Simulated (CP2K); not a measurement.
Consider formamide at its PBE geometry (Å).

```xyz
6

N    -0.6908   -0.0592    0.0832
C     0.6601    0.0578   -0.0713
O     1.4435   -0.8872   -0.1018
H    -1.1041   -0.9831    0.1664
H    -1.2948    0.7539    0.0907
H     0.9860    1.1178   -0.1672
```

Method: CP2K XAS_TDP, all-electron GAPW, PBEh(45%), aug-cc-pVTZ, TDA, GW2X-corrected core level, no relativity.

Q: Predict the bright core excitations at the O K edge.

Leading lines: O3 530.01 eV. The leading line of an atom is its first one with 35 % of the strongest within 2.5 eV of its lowest line over the strength cut. Core ionisation energies at this level: O3 535.06 eV.

The first six lines of each atom with a strength over 0.0015:

| atom | energy (eV) | states | strength, one atom | above the computed threshold |
| --- | --- | --- | --- | --- |
| O3 (bonded to C) | 530.01 | 1 | 0.0392 |  |
|  | 533.24 | 1 | 0.0027 |  |
|  | 535.00 | 1 | 0.0035 |  |
|  | 535.36 | 1 | 0.0026 | yes |
|  | 536.09 | 1 | 0.0054 | yes |
|  | 536.80 | 1 | 0.0033 | yes |

Lines are vertical, at one geometry, with no vibrational structure. GW2X ionisation energies and lines can be off by 1 to 2 eV either way, and a good line position may hide errors that cancel. These values hold no scalar relativity, about 0.4 eV for O 1s. Rydberg lines, and the discretised continuum above threshold, depend on the basis and the box.

[Banner, clock and machine lines of the logs are left out without a mark of their own.]

[Logs are printed without paths, hosts, clocks, repeated set-up lines and the standing remarks that a program may print on its own settings, such as how far it seeks lower states.]

[Hosts, paths, dates, database ids (printed as entryN), source tags and the programs' standing remarks are cut or masked in the printed files.]
